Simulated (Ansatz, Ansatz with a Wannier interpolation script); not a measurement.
## G0W0 band structure of In2O3 (R-3c)

Wanted: quasiparticle gap and band widths of In2O3 (R-3c) over the whole zone.

Main program and level: Ansatz 0.2.0; LDA, Wannier functions and G0W0, plane waves, PAW.

**The experiments to reproduce.**

- Gap 3.08 eV: optical gap from linear extrapolation of the absorption edge; UV-visible absorption, Tauc-type extrapolation; powder (hydrothermally grown microspheres, annealed at 400 C) (“Fabrication and performance enhancement of an In2O3/BiVO4 heterojunction for N-butanol gas sensing applications”, 2024, pmc:11650617).

Most raw output is cut from this account.

**1. Set-up**

Symmetry: R-3c, No. 167, trigonal system. Conventional cell: a = 5.487 Å, b = 5.487 Å, c = 14.510 Å, α = 90.00°, β = 90.00°, γ = 120.00°. In has 6 O at 2.12 to 2.26 Å nearest. Nearest to O lie 4 In at 2.12 to 2.26 Å. Farther neighbours and most contacts between anions are not listed.

As a file:

```cif
data_structure
_symmetry_space_group_name_H-M 'R-3c:H'
_symmetry_Int_Tables_number 167
_cell_length_a 5.4870
_cell_length_b 5.4870
_cell_length_c 14.5100
_cell_angle_alpha 90.000
_cell_angle_beta 90.000
_cell_angle_gamma 120.000
_cell_volume 378.33
loop_
_atom_site_label
_atom_site_type_symbol
_atom_site_symmetry_multiplicity
_atom_site_Wyckoff_symbol
_atom_site_fract_x
_atom_site_fract_y
_atom_site_fract_z
_atom_site_occupancy
In1 In 12 c 0.33333 0.66667 0.02398 1
O1 O 18 e 0.29800 0.00000 0.25000 1
```

The cell and positions come from the Crystallography Open Database and are kept as given unless a step says otherwise. This is not the form that In2O3 usually takes at ambient conditions. The default PAW set here is soft_2. Its files were made with PBE.

**2. LDA bands**

The cheap functional maps the bands first; the places of the edges decide which points the dearer methods must see.

This step: DFT, LDA, plane waves, PAW.

File input.yaml:

```yaml
crystal:
  lattice:
    - [2.7435, 1.5839604635, 4.8366666667]
    - [-2.7435, 1.5839604635, 4.8366666667]
    - [0.0, -3.167920927, 4.8366666667]
  atoms:
    - { symbol: In, position: [0.35731, 0.35731, 0.35731] }
    - { symbol: In, position: [0.14269, 0.14269, 0.14269] }
    - { symbol: In, position: [0.64269, 0.64269, 0.64269] }
    - { symbol: In, position: [0.85731, 0.85731, 0.85731] }
    - { symbol: O, position: [0.548, 0.952, 0.25] }
    - { symbol: O, position: [0.25, 0.548, 0.952] }
    - { symbol: O, position: [0.952, 0.25, 0.548] }
    - { symbol: O, position: [0.452, 0.048, 0.75] }
    - { symbol: O, position: [0.75, 0.452, 0.048] }
    - { symbol: O, position: [0.048, 0.75, 0.452] }
kpoints:
  mp_grid: { grid: [4, 4, 4] }
  band_path:
    path:
      - [[0.0, 0.0, 0.0], [0.5, 0.5, 0.5], [0.76183349, 0.23816651, 0.5]]
      - [[0.5, -0.23816651, 0.23816651], [0.5, 0.0, 0.0], [0.0, 0.0, 0.0], [0.36908326, -0.36908326, 0.0]]
      - [[0.63091674, 0.0, 0.36908326], [0.5, 0.0, 0.5], [0.0, 0.0, 0.0]]
    npoints: 10
hamiltonian:
  xc: lda
scf:
  occupations: { method: fermi_dirac, width: 0.02 }
  n_extra_bands: 67
output:
  eigenvalues: true
  fatbands: true
  write_density: true
  write_potential: true
  elf: true
  volumetric_format: npy
```

Run with:

```bash
$ ansatz run input.yaml --threads 3 --pin off --max-ram 92160MiB --backend cuda --events-out ev --progress --plain --runs-dir out --devices 1 --max-vram 13GiB
```

It took 14 s on 1 × NVIDIA H100 80GB HBM3 (shared by 6 runs) with 3 threads of AMD EPYC 7R13 (Zen 3), shared host; peak memory 1 GiB; 20 s of CPU time.

This step gave:

```yaml
filled_bands: 44
gap: 1.175 eV
valence_top_at: k = (0.300, 0.000, 0.000)
conduction_bottom_at: Γ
least_direct_gap: 1.224 eV
```

The gap is indirect, with the least direct gap 0.05 eV higher.

Electronic bands along the path, in eV, zero at the top of the highest nominally filled band:

```csv
point,band 41,band 42,band 43,band 44,band 45,band 46,band 47,band 48
Γ,-0.28,-0.28,-0.05,-0.05,1.18,5.41,6.07,7.16
halfway,-0.24,-0.24,-0.08,-0.08,2.57,5.26,6.30,7.23
T,-0.20,-0.20,-0.20,-0.20,4.31,4.31,7.01,7.01
halfway,-0.56,-0.56,-0.22,-0.22,4.83,4.83,6.65,6.65
H2,-0.35,-0.35,-0.16,-0.16,5.46,5.46,5.78,5.78
jump to H0,-0.35,-0.35,-0.16,-0.16,5.46,5.46,5.78,5.78
halfway,-0.38,-0.38,-0.11,-0.11,5.00,5.00,5.78,5.78
L,-0.78,-0.78,-0.07,-0.07,4.86,4.86,5.72,5.72
halfway,-0.42,-0.41,-0.18,-0.01,2.77,5.82,5.93,6.56
Γ,-0.28,-0.28,-0.05,-0.05,1.18,5.41,6.07,7.16
halfway,-0.50,-0.15,-0.14,0.00,3.22,5.63,6.01,6.42
S0,-0.46,-0.27,-0.22,-0.07,5.17,5.40,5.62,6.07
jump to S2,-0.46,-0.27,-0.22,-0.07,5.17,5.40,5.62,6.07
halfway,-0.54,-0.31,-0.14,-0.05,5.11,5.39,6.17,6.24
F,-0.56,-0.35,-0.09,-0.04,5.08,5.39,6.33,6.42
halfway,-0.46,-0.31,-0.26,-0.07,3.08,5.89,5.95,6.77
Γ,-0.28,-0.28,-0.05,-0.05,1.18,5.41,6.07,7.16
```

Electrostatic potential energy in the ac plane of the conventional cell at fractional y = 0.333, with atoms of In and O within 0.2 Å of it. With pseudopotentials it is smooth inside the atoms' cores, unlike the true potential.

Values in eV, 24 rows by 15 columns, each cell a mean:
```
  6  10  14  14  14  13  10  -2 -25 -32 -32 -30 -12   6   9
-29 -20   7  14  14  14  12   6  -9 -21 -23 -15   1   3 -21
-23 -12   8  13  13  14  14  13  10   8   7   9  12   9 -12
 12  12  11  12  13  14  14  14  14  14  14  14  14  14  14
 13  12  12  11   7   8  13  14  14  13  13  13  14  14  14
 14  14  12  -9 -29 -27  -6  11   7   2   0   5  10  13  14
 14  14  13  -1 -20 -20  -2   3 -16 -27 -29 -22  -5   9  13
 14  14  14  14  13  12  10  -2 -24 -32 -32 -30 -12   7  12
  8  13  13  13  13  13  12   7  -5 -16 -19 -11   3   8   5
-26   0  13  13  13  14  14  13  11   9   8  10   7 -18 -30
-17   4  13  13  13  14  14  12   9   5   4   7   8 -11 -24
 13  13  13  13  14  13  12   5 -12 -24 -26 -19  -1   9  11
 14  14  14  13   8   7   9  -2 -25 -32 -32 -30 -13   7  12
 14  14  13  -8 -28 -27  -7   5  -9 -21 -23 -15   0  10  13
 14  13  12  -2 -21 -19   0  12  11   8   7   9  12  13  14
 13  12  12  12  11  13  14  14  14  14  13  14  14  15  14
  6   9  11  12  13  14  14  14  14  13  13  13  14  14  11
-30 -21   6  13  14  14  13  11   7   2   0   5  10   5 -21
-23 -12  10  14  14  13  11   3 -16 -27 -29 -22  -4   4 -14
 12  13  14  14  14  13  10  -2 -24 -32 -32 -30 -12   7  12
 14  13  13  13  10   6   6   7  -5 -16 -19 -11   3  11  13
 14  13  13  10 -18 -30 -27  -2  10   9   8  10  12  14  14
 14  13  13  11  -9 -23 -19   2   8   5   4   7  11  13  14
 14  13  13  13  13  11  10   5 -12 -24 -26 -19  -2   9  13
```
Columns run along a (5.5 Å; values clipped at the 3rd and 97th percentile), rows up along c (14.5 Å), edges of the conventional cell, whose origin can differ from the input's. Atoms in or near the plane, at fractional coordinates: In at (0.67, 0.69), In at (0.67, 0.48), In at (0.67, 0.98), In at (0.67, 0.19), O at (0.96, 0.58), O at (0.00, 0.25), O at (0.04, 0.92), O at (0.37, 0.08), O at (0.33, 0.42), O at (0.30, 0.75).

Valence density in the ac plane of the conventional cell at fractional y = 0.333, with atoms of In and O within 0.2 Å of it. It is the smooth field of the valence electrons, not physical close to the nuclei.

Values in e/Å³, 24 rows by 15 columns, each cell a mean:
```
 1  1  0  0  0  0  0  1  3  8 10  5  1  0  1
 5  3  1  0  0  0  0  0  1  3  3  2  1  1  3
 4  2  1  0  0  0  0  0  0  0  0  0  0  1  2
 0  0  0  0  0  0  0  0  0  0  0  0  0  0  0
 0  0  0  0  1  1  0  0  0  0  0  0  0  0  0
 0  0  0  2  5  4  2  0  0  0  0  0  0  0  0
 0  0  0  1  4  3  1  1  2  4  5  3  1  0  0
 0  0  0  0  0  0  0  1  3  8 10  5  1  0  0
 1  0  0  0  0  0  0  0  1  2  2  1  1  1  1
 4  1  0  0  0  0  0  0  0  0  0  0  1  3  6
 3  1  0  0  0  0  0  0  0  0  0  0  1  2  4
 0  0  0  0  0  0  0  0  1  3  4  2  1  0  0
 0  0  0  0  1  1  0  1  3  8 10  5  1  0  0
 0  0  0  2  5  4  2  1  1  3  3  2  0  0  0
 0  0  0  1  3  3  1  0  0  0  0  0  0  0  0
 0  0  0  0  0  0  0  0  0  0  0  0  0  0  0
 1  1  0  0  0  0  0  0  0  0  0  0  0  0  1
 5  3  1  0  0  0  0  0  0  0  0  0  0  1  3
 4  2  1  0  0  0  0  0  2  4  5  3  1  1  2
 0  0  0  0  0  0  0  1  3  8 10  5  1  0  0
 0  0  0  0  1  1  1  1  1  2  2  1  0  0  0
 0  0  0  1  3  6  4  1  0  0  0  0  0  0  0
 0  0  0  1  2  4  3  1  0  0  0  0  0  0  0
 0  0  0  0  0  0  0  0  1  3  4  2  1  0  0
```
Columns run along a (5.5 Å), rows up along c (14.5 Å), edges of the conventional cell, whose origin can differ from the input's. Atoms in or near the plane, at fractional coordinates: In at (0.67, 0.69), In at (0.67, 0.48), In at (0.67, 0.98), In at (0.67, 0.19), O at (0.96, 0.58), O at (0.00, 0.25), O at (0.04, 0.92), O at (0.37, 0.08), O at (0.33, 0.42), O at (0.30, 0.75).

**3. Wannier functions (In:5s In:5p O:2p) on 8×8×8**

Localised functions give a small Hamiltonian that interpolates between mesh points at no cost.

This step: maximally localised Wannier functions, LDA, plane waves, PAW.

input.yaml, the sections that differ from step 2:

```yaml
kpoints:
  mp_grid: { grid: [4, 4, 4] }
scf:
  occupations: { method: fixed }
  n_extra_bands: 67
output:
  wannier:
    kmesh: [8, 8, 8]
    projections:
      - { species: In, l: s, shell: 5 }
      - { species: In, l: p, shell: 5 }
      - { species: O, l: p, shell: 2 }
    minimise: true
    write_hr: true
    seedname: w
    conv_tol: 1.0e-07
    max_iter: 4000
    disentanglement:
      window: [2.65, 23.21]
      frozen_window: [2.65, 12.77]
      conv_tol: 1.0e-08
# crystal, hamiltonian: as in step 2
```

Run time: 40 s. Hardware: 1 × NVIDIA H100 80GB HBM3 (shared by 6 runs) with 3 threads; peak memory 1.9 GiB.

w.win, one line in 2:

```text
! ansatz wannier90 interface
! states of the run's bands (counted from 1): 1-64
num_wann  = 34
conv_tol = 1e-7
dis_win_min = 2.65
dis_froz_min = 2.65
dis_num_iter = 10000
guiding_centres = true

Ang
       -2.743499999981174        1.583960463510869             4.8366666667
end unit_cell_cart
begin atoms_frac
In                   0.14269                  0.14269                  0.14269
In                   0.85731                  0.85731                  0.85731
O                       0.25                    0.548                    0.952
O                      0.452                    0.048                     0.75
O                      0.048                     0.75                    0.452
```

This step gave:

* gauge-invariant spread: 58.19 Å²
* diagonal spread: 0.03386 Å²
* off-diagonal spread: 7.050 Å²
* total spread: 65.27 Å²
* least projectability: 0.1912
* localisation steps: 29
* disentanglement steps: 148
* r.m.s. interpolation error: 4.30e-4 eV
* r.m.s. error near the gap: 3.37e-4 eV

Near the gap the model misses directly solved bands by 0.3 meV r.m.s. and by 3 meV at most in the window tested. This tests the starting bands, not the corrections carried with them.

Wannier functions, by row:

```csv
function,x (Å),y (Å),z (Å),spread (Å²),nearest atom,distance (Å)
1,-0.567,0.649,5.091,3.224,In1,0.867
2,-0.567,-0.649,2.164,3.224,In2,0.867
3,0.567,-0.649,9.419,3.224,In3,0.867
4,0.567,0.649,12.35,3.224,In4,0.867
5,0,0,6.107,2.848,In1,0.923
6,0.846,0.167,5.091,3.224,In1,0.867
7,-0.279,-0.816,5.092,3.225,In1,0.867
8,0,0,1.148,2.848,In2,0.923
9,0.846,-0.167,2.164,3.224,In2,0.867
10,-0.279,0.816,2.163,3.224,In2,0.867
11,0,0,8.403,2.848,In3,0.923
12,-0.846,-0.167,9.419,3.224,In3,0.867
13,0.279,0.816,9.418,3.224,In3,0.867
14,0,0,13.36,2.848,In4,0.923
15,-0.846,0.167,12.35,3.224,In4,0.867
16,0.279,-0.816,12.35,3.225,In4,0.867
17,-1.115,1.583,8.452,0.805,O5,0.014
18,-1.115,1.597,8.474,0.831,O5,0.018
19,-1.081,1.571,8.467,0.895,O5,0.031
20,-0.815,-1.757,8.464,0.768,O6,0.005
21,-0.846,-1.757,8.459,0.881,O6,0.03
22,-0.799,-1.729,8.469,0.881,O6,0.03
23,1.929,0.173,8.464,0.768,O7,0.005
24,1.897,0.173,8.469,0.881,O7,0.03
25,1.945,0.145,8.459,0.881,O7,0.03
26,1.115,-1.57,6.056,0.831,O8,0.018
27,1.115,-1.585,6.033,0.805,O8,0.014
28,1.081,-1.597,6.048,0.895,O8,0.031
29,0.815,1.757,6.046,0.768,O9,0.005
30,0.846,1.757,6.051,0.881,O9,0.03
31,0.799,1.729,6.041,0.881,O9,0.03
32,-1.929,-0.173,6.046,0.768,O10,0.005
33,-1.897,-0.173,6.041,0.881,O10,0.03
34,-1.945,-0.145,6.051,0.881,O10,0.03
```

Frozen up to 4.18 eV; above it the model need not follow the bands. The electronic bands at the labelled points (eV, zero at the valence-band top):

```csv
point,band 41,band 42,band 43,band 44,band 45,band 46,band 47,band 48
Γ,-0.28,-0.28,-0.05,-0.05,1.18,5.41,6.07,7.16
halfway,-0.24,-0.24,-0.08,-0.08,2.57,5.26,6.30,7.23
T,-0.20,-0.20,-0.20,-0.20,4.31,4.31,7.04,7.04
halfway,-0.56,-0.56,-0.22,-0.22,4.83,4.83,6.65,6.65
H2,-0.35,-0.35,-0.16,-0.16,5.47,5.47,5.79,5.79
jump to H0,-0.35,-0.35,-0.16,-0.16,5.47,5.47,5.79,5.79
halfway,-0.38,-0.38,-0.11,-0.11,5.00,5.00,5.80,5.80
L,-0.78,-0.78,-0.07,-0.07,4.86,4.86,5.73,5.73
halfway,-0.42,-0.41,-0.18,-0.01,2.77,5.82,5.93,6.56
Γ,-0.28,-0.28,-0.05,-0.05,1.18,5.41,6.07,7.16
halfway,-0.50,-0.15,-0.14,0.00,3.22,5.63,6.02,6.41
S0,-0.46,-0.27,-0.22,-0.07,5.18,5.40,5.64,6.09
jump to S2,-0.46,-0.27,-0.22,-0.07,5.18,5.40,5.64,6.09
halfway,-0.54,-0.31,-0.14,-0.05,5.12,5.40,6.20,6.29
F,-0.56,-0.35,-0.09,-0.04,5.10,5.39,6.40,6.47
halfway,-0.46,-0.31,-0.26,-0.07,3.08,5.89,5.96,6.77
Γ,-0.28,-0.28,-0.05,-0.05,1.18,5.41,6.07,7.16
```

The same for Kohn-Sham, solved directly:

```csv
point,band 41,band 42,band 43,band 44,band 45,band 46,band 47,band 48
Γ,-0.28,-0.28,-0.05,-0.05,1.18,5.41,6.07,7.16
T,-0.20,-0.20,-0.20,-0.20,4.31,4.31,7.01,7.01
H2,-0.35,-0.35,-0.16,-0.16,5.46,5.46,5.78,5.78
H0,-0.35,-0.35,-0.16,-0.16,5.46,5.46,5.78,5.78
L,-0.78,-0.78,-0.07,-0.07,4.86,4.86,5.72,5.72
Γ,-0.28,-0.28,-0.05,-0.05,1.18,5.41,6.07,7.16
S0,-0.46,-0.27,-0.22,-0.07,5.17,5.40,5.62,6.07
S2,-0.46,-0.27,-0.22,-0.07,5.17,5.40,5.62,6.07
F,-0.56,-0.35,-0.09,-0.04,5.08,5.39,6.33,6.42
Γ,-0.28,-0.28,-0.05,-0.05,1.18,5.41,6.07,7.16
```

**4. G0W0 at every point of the mesh: 4×4×4 mesh, 526 empty bands, screening to 150 eV**

Now the one-shot GW correction: screening in the RPA, then the self-energy of the levels asked for.

This step: G0W0 on LDA, plane waves, PAW.

input.yaml, the sections that differ from step 3:

```yaml
scf:
  occupations: { method: fixed }
gw:
  n_empty_bands: 526
  ecut_chi: 150.0
  qp_bands: [v18, c1]
  screening: { model: contour_deformation }
# crystal, kpoints, hamiltonian: as in step 3
# output: removed
```

Wall time 2 min (1 × NVIDIA H100 80GB HBM3 (shared by 6 runs) with 3 threads); peak memory 1.8 GiB; 3.3 min of CPU time.

Numbers from this step:

- bands summed: 570
- RPA ε∞ on this mesh (eigenvalues): 5.200, 5.336, 5.336
- plane waves in the screening matrix: 543
- q-points in the mesh: 64
- G0W0 gap on the mesh: 2.419 eV
- k of the valence top: 0, 0, 0.25
- k of the conduction bottom: 0, 0, 0
- starting gap on the mesh: 1.184 eV
- Z at the valence top: 0.7336
- Z at the conduction bottom: 0.8122
- least direct G0W0 gap on the computed points: 2.459 eV

The gap on the mesh goes from 1.18 eV to 2.42 eV, a correction of +1.24 eV. Between the two edge states, bare exchange in place of the xc potential would open the gap by 9.18 eV, and correlation takes back 7.94 eV.

**5. Interpolating the corrections**

A script adds the corrections, carried to the Wannier functions and back, to the LDA levels, along the path and on a 13×13×13 mesh.

| Property | Result |
| --- | --- |
| G0W0 gap over the zone | 2.406 eV |
| conduction bottom at | Γ |
| starting gap over the zone | 1.173 eV |
| least direct G0W0 gap | 2.459 eV |
| G0W0 gap on the mesh | 2.419 eV |
| valence width, start | 5.795 eV |
| valence width, G0W0 | 5.841 eV |
| gap by a rigid shift | 2.408 eV |

Levels solved directly plus the interpolated quasiparticle correction. Limits: finite bands, cutoff and mesh; no spin-orbit coupling. Quasiparticle bands along the path, in eV, zero at the valence-band top of each set:

```csv
point,band 41,band 42,band 43,band 44,band 45
Γ,-0.28,-0.28,-0.05,-0.05,2.41
halfway,-0.26,-0.26,-0.09,-0.09,3.87
T,-0.20,-0.20,-0.20,-0.20,5.81
halfway,-0.59,-0.59,-0.24,-0.24,6.39
H2,-0.38,-0.38,-0.17,-0.17,7.07
jump to H0,-0.38,-0.38,-0.17,-0.17,7.07
halfway,-0.40,-0.40,-0.12,-0.11,6.57
L,-0.79,-0.79,-0.07,-0.07,6.42
halfway,-0.44,-0.42,-0.18,-0.01,4.10
Γ,-0.28,-0.28,-0.05,-0.05,2.41
halfway,-0.47,-0.15,-0.13,0.00,4.60
S0,-0.48,-0.30,-0.23,-0.07,6.77
jump to S2,-0.48,-0.30,-0.23,-0.07,6.77
halfway,-0.60,-0.33,-0.14,-0.05,6.69
F,-0.63,-0.36,-0.08,-0.04,6.67
halfway,-0.46,-0.32,-0.28,-0.06,4.44
Γ,-0.28,-0.28,-0.05,-0.05,2.41
```

The same for LDA:

```csv
point,band 41,band 42,band 43,band 44,band 45
Γ,-0.28,-0.28,-0.05,-0.05,1.18
T,-0.20,-0.20,-0.20,-0.20,4.31
H2,-0.35,-0.35,-0.16,-0.16,5.46
H0,-0.35,-0.35,-0.16,-0.16,5.46
L,-0.78,-0.78,-0.07,-0.07,4.86
Γ,-0.28,-0.28,-0.05,-0.05,1.18
S0,-0.46,-0.27,-0.22,-0.07,5.17
S2,-0.46,-0.27,-0.22,-0.07,5.17
F,-0.56,-0.35,-0.09,-0.04,5.08
Γ,-0.28,-0.28,-0.05,-0.05,1.18
```

(Continued in part 2 of 2.)

[Paths, hosts, dates, memory and timing lines, banners, echoed tables and standing remarks are left out of the program output.]

[Logs are printed without paths, hosts, clocks, repeated set-up lines and the standing remarks that a program may print on its own settings, such as how far it seeks lower states.]

[Runs of the session that timed out or met a known fault of the program may be left out.]

[Hosts, paths, dates, database ids (printed as entryN), source tags and the programs' standing remarks are cut or masked in the printed files.]
